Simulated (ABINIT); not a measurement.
# KBr (Fm-3m): G0W0 with and without spin-orbit coupling, part 2 of 2

Wanted: the effect of spin-orbit coupling on the quasiparticle gap of KBr (Fm-3m).

ABINIT 10.8.3; PBE and many-body steps on it, plane waves. Known limits of the many-body steps: not at the basis limit; screening head approximate; no spin-orbit coupling in some runs.

So far. Step 4 (Scalar-relativistic): The gap on the mesh goes from 4.44 eV to 6.72 eV, a correction of +2.29 eV. Step 5 (Empty states on the mesh, 4×4×4 mesh, 158 bands): On this mesh the gap is 4.274 eV.

## Step 6: Screening, 4×4×4 mesh, 144 bands, screening to 119.7 eV

This step: RPA screening on PBE with spin-orbit coupling, plane waves, norm-conserving pseudopotentials.

run.abi

```
acell 3*1.0 Angstrom
rprim 
  0.000000000000 3.300000000000 3.300000000000
  3.300000000000 0.000000000000 3.300000000000
  3.300000000000 3.300000000000 0.000000000000
ntypat 2
znucl 19 35
natom 2
typat 1 2
xred 
  0.000000000000 0.000000000000 0.000000000000
  0.500000000000 0.500000000000 0.500000000000
pp_dirpath "pseudos"
pseudos "K.upf, Br.upf"
ecut 33
nspinor 2
ngkpt 4 4 4
nshiftk 1
shiftk 0 0 0
kptopt 1
chksymbreak 0
istwfk *1
occopt 1
irdwfk 1
optdriver 3
nband 144
ecuteps 4.4
inclvkb 0
awtr 1
symchi 1
indata_prefix "in"
outdata_prefix "out"
tmpdata_prefix "tmp"
```

Command:

```sh
$ OMP_NUM_THREADS=1 mpirun -n 8 abinit run.abi > log
```

Numbers of over 12 decimals in the logs are rounded to 6 here.

The log of the run:

```text
.Version 10.8.3 of ABINIT. v10.8.2 released Aug 2026.

 Symmetries : space group Fm -3 m (#225); Bravais cF (face-center cubic)
[... echo of the input left out ...]
== DATASET  1 ==================================================================
-   mpi_nproc: 8, omp_nthreads: 1 (-1 if OMP is not activated)

--- !DatasetInfo
iteration_state: {dtset: 1, }
dimensions: {natom: 2, nkpt: 8, mband: 144, nsppol: 1, nspinor: 2, nspden: 1, mpw: 4477, }
cutoff_energies: {ecut:  33.0, pawecutdg:  -1.0, }
electrons: {nelect:   1.60000000E+01, charge:   0.00000000E+00, occopt:   1.00000000E+00, tsmear:   1.00000000E-02, }

 SCREENING: Calculation of the susceptibility and dielectric matrices

 Based on a program developped by R.W. Godby, V. Olevano, G. Onida, and L. Reining.
 Incorporated in ABINIT by V. Olevano, G.-M. Rignanese, and M. Torrent.
.Using double precision arithmetic ; gwpc =  8

[... cell and pseudopotentials left out ...]
--------------------------------------------------------------------------------

 ==== K-mesh for the wavefunctions ====
 Number of points in the irreducible wedge :     8
[... list of points left out ...]
 Together with 48 symmetry operations and time-reversal symmetry
 yields    64 points in the full Brillouin Zone.

 ==== Q-mesh for the screening function ====
 Number of points in the irreducible wedge :     8
[... list of points left out ...]
 Together with 48 symmetry operations and time-reversal symmetry
 yields    64 points in the full Brillouin Zone.

 setmesh: FFT mesh size selected  =    32x   32x   32
          total number of points  =        32768

 vcoul_init : cutoff-mode = AUXILIARY_FUNCTION
 q-points for optical limit:   1
     1)      0.000010    0.000020    0.000030

- screening: taking advantage of time-reversal symmetry
- Maximum band index for partially occupied states nbvw = 16
- Remaining bands to be divided among processors   nbcw = 128
- Number of bands treated by each node ~16

 Number of electrons calculated from density =   16.0000; Expected =   16.0000
 average of density, n =  0.032988
 r_s =    1.9343
 omega_plasma =   17.5199 [eV]

 calculating chi0 at frequencies [eV] :
  1    0.000000E+00    0.000000E+00
  2    0.000000E+00    1.751989E+01

--------------------------------------------------------------------------------
  q-point number  1        q = ( 0.000000, 0.000000, 0.000000) [r.l.u.]
--------------------------------------------------------------------------------
[... chi0 elements left out ...]
 For q-point:  0.000010 0.000020 0.000030
  dielectric constant =   2.4056
  dielectric constant without local fields =   2.9158

  Average fulfillment of the sum rule on Im[epsilon] for q-point    1 :     67.55  [%]
[... wings left out ...]
  q-point number  2        q = ( 0.250000, 0.000000, 0.000000) [r.l.u.]
--------------------------------------------------------------------------------
[... chi0 elements left out ...]
  Average fulfillment of the sum rule on Im[epsilon] for q-point    2 :     79.73  [%]

 [... 6 further q-points ...]
```

The job ended after 68 s (8 MPI ranks of Arm Neoverse V1, shared host; peak memory 3 GiB; 9.1 min of CPU time).

This step gave:

* ε∞ with local fields, on this mesh, along the program's q direction: 2.406
* the same without local fields: 2.916
* plasma frequency: 17.52 eV
* plane waves in the screening matrix: 181

## Step 7: With spin-orbit coupling

This step: G0W0 on PBE with spin-orbit coupling, plane waves, norm-conserving pseudopotentials.

run.abi, as its differences from that of step 6:

```diff
@@ -24,8 +24,15 @@
 irdwfk 1
-optdriver 3
+optdriver 4
 nband 144
+gwcalctyp 0
+ecutsigx 33
+symsigma 0
+nkptgw 1
+kptgw 
+  0.0000000000 0.0000000000 0.0000000000
+bdgw 
+  13 22
 ecuteps 4.4
-inclvkb 0
-awtr 1
-symchi 1
+irdscr 1
+ppmodel 1
 indata_prefix "in"
```

The log of the run:

```text
.Version 10.8.3 of ABINIT. v10.8.2 released Aug 2026.

 Symmetries : space group Fm -3 m (#225); Bravais cF (face-center cubic)
[... echo of the input left out ...]
== DATASET  1 ==================================================================
-   mpi_nproc: 8, omp_nthreads: 1 (-1 if OMP is not activated)

--- !DatasetInfo
iteration_state: {dtset: 1, }
dimensions: {natom: 2, nkpt: 8, mband: 144, nsppol: 1, nspinor: 2, nspden: 1, mpw: 4477, }
cutoff_energies: {ecut:  33.0, pawecutdg:  -1.0, }
electrons: {nelect:   1.60000000E+01, charge:   0.00000000E+00, occopt:   1.00000000E+00, tsmear:   1.00000000E-02, }

 SIGMA: Calculation of the GW corrections

 Based on a program developped by R.W. Godby, V. Olevano, G. Onida, and L. Reining.
 Incorporated in ABINIT by V. Olevano, G.-M. Rignanese, and M. Torrent.
.Using double precision arithmetic ; gwpc =  8

[... cell and pseudopotentials left out ...]
--------------------------------------------------------------------------------

 ==== K-mesh for the wavefunctions ====
 Number of points in the irreducible wedge :     8
[... list of points left out ...]
 Together with 48 symmetry operations and time-reversal symmetry
 yields    64 points in the full Brillouin Zone.

 ==== Q-mesh for screening function ====
 Number of points in the irreducible wedge :     8
[... list of points left out ...]
 Together with 48 symmetry operations and time-reversal symmetry
 yields    64 points in the full Brillouin Zone.

 vcoul_init : cutoff-mode = AUXILIARY_FUNCTION
 q-points for optical limit:   1
     1)      0.000010    0.000020    0.000030
 setmesh: FFT mesh size selected  =    45x   45x   45
          total number of points  =        91125

 Number of electrons calculated from density =   16.0000; Expected =   16.0000
[...]
number of symmetry operations                      48
 number of k-points in BZ                           64
 number of q-points in BZ                           64
 number of frequencies for dSigma/dE                 9
 frequency step for dSigma/dE [eV]                0.25
 number of omega for Sigma on real axis              0
 max omega for Sigma on real axis  [eV]           0.00
 zcut for avoiding poles [eV]                     0.10

 EPSILON^-1 parameters (SCR file):
 dimension of the eps^-1 matrix on file            181
 dimension of the eps^-1 matrix used               181
 number of plane-waves for wavefunctions          4477
 number of bands                                   144
 number of q-points in IBZ                           8
 number of frequencies                               2
 number of real frequencies                          1
 number of imag frequencies                          1

 matrix elements of self-energy operator (all in [eV])

 Perturbative Calculation

--- !SelfEnergy_ee
iteration_state: {dtset: 1, }
kpoint     : [   0.000,    0.000,    0.000, ]
spin       : 1
KS_gap     :    4.275
QP_gap     :    6.565
Delta_QP_KS:    2.291
data: !SigmaeeData |
     Band     E0 <VxcDFT>   SigX SigC(E0)      Z dSigC/dE  Sig(E)    E-E0       E
       13   0.153 -12.708 -16.480   1.876   0.820  -0.220 -14.263  -1.555  -1.401
       14   0.153 -12.708 -16.472   1.874   0.820  -0.220 -14.258  -1.550  -1.396
       15   0.153 -12.708 -16.473   1.874   0.820  -0.220 -14.259  -1.550  -1.397
[...]
21   7.596  -8.412  -3.759  -2.819   0.863  -0.159  -6.830   1.582   9.178
       22   7.596  -8.412  -3.759  -2.819   0.863  -0.159  -6.830   1.582   9.178

== END DATASET(S) ==============================================================
================================================================================

 -outvars: echo values of variables after computation  --------
           etotal      0.0000000000E+00
            nband         144
             nkpt           8
          spgroup         225
 [... the other variables as echoed above ...]

 Calculation completed.
```

The job ended after 54 s (8 MPI ranks; peak memory 2.4 GiB).

Numbers from this step:

```
G0W0 gap on the points computed              : 6.565 eV
starting gap on the mesh                     : 4.274 eV
k of the valence top                         : 0, 0, 0
k of the conduction bottom                   : 0, 0, 0
Z at the valence top                         : 0.82
Z at the conduction bottom                   : 0.868
least direct G0W0 gap on the computed points : 6.565 eV
```

Against G0W0 in ABINIT (4×4×4 mesh, 72 bands, screening to 119.7 eV, Godby-Needs plasmon pole), the gap moves by −0.159 eV.

## Step 8: The runs together

Times are wall times on 8 MPI ranks of Arm Neoverse V1, shared host, good to a factor of about two. A run's time includes the screening step that it read.

```csv
run,mesh,bands,screening cutoff (eV),DFT gap (eV),gap on the mesh (eV),direct (eV),ε∞ used,time
scalar-relativistic,4×4×4,72,119.7,4.436,6.724,6.724,2.40,12 s
with spin-orbit coupling,4×4×4,144,119.7,4.274,6.565,6.565,2.41,2 min
```

## Step 9: What came out

```yaml
scalar_relativistic: 6.724 eV
with_spin_orbit_coupling: 6.565 eV
known_limits: not at the basis limit; screening head approximate; no spin-orbit coupling in some runs
```

What this shows: With spin-orbit coupling: −0.159 eV against scalar-relativistic, −0.161 eV of it in the start. Bands and cutoff are finite, so the gap is not at the basis limit. The miss can reach some tenths of an eV and take either sign; the mesh is an error of its own. In the first G0W0 run levels were corrected at 1 k point alone, so a gap called «on the mesh» is the least over those, and an edge elsewhere would be missed. The long-wavelength limit of the screening leaves out the non-local commutator, which shifts ε∞.

[Paths, hosts, dates, memory and timing lines, banners, echoed tables and standing remarks are left out of the program output.]

[Logs are printed without paths, hosts, clocks, repeated set-up lines and the standing remarks that a program may print on its own settings, such as how far it seeks lower states.]

[Runs of the session that timed out or met a known fault of the program may be left out.]

[No measured gap is set beside runs whose start may be inverted or whose files or cutoffs have a known fault.]

[Hosts, paths, dates, database ids (printed as entryN), source tags and the programs' standing remarks are cut or masked in the printed files.]

[G0W0 gaps are taken among the corrected bands and points alone; a level outside them can change the order at an edge.]

[Where Ansatz stands beside ABINIT at settings called matched, ABINIT's density can come from a denser mesh and the files from another edition; pairs whose starting gaps differed by over 0.03 eV were left out, so agreement reads better than it is.]
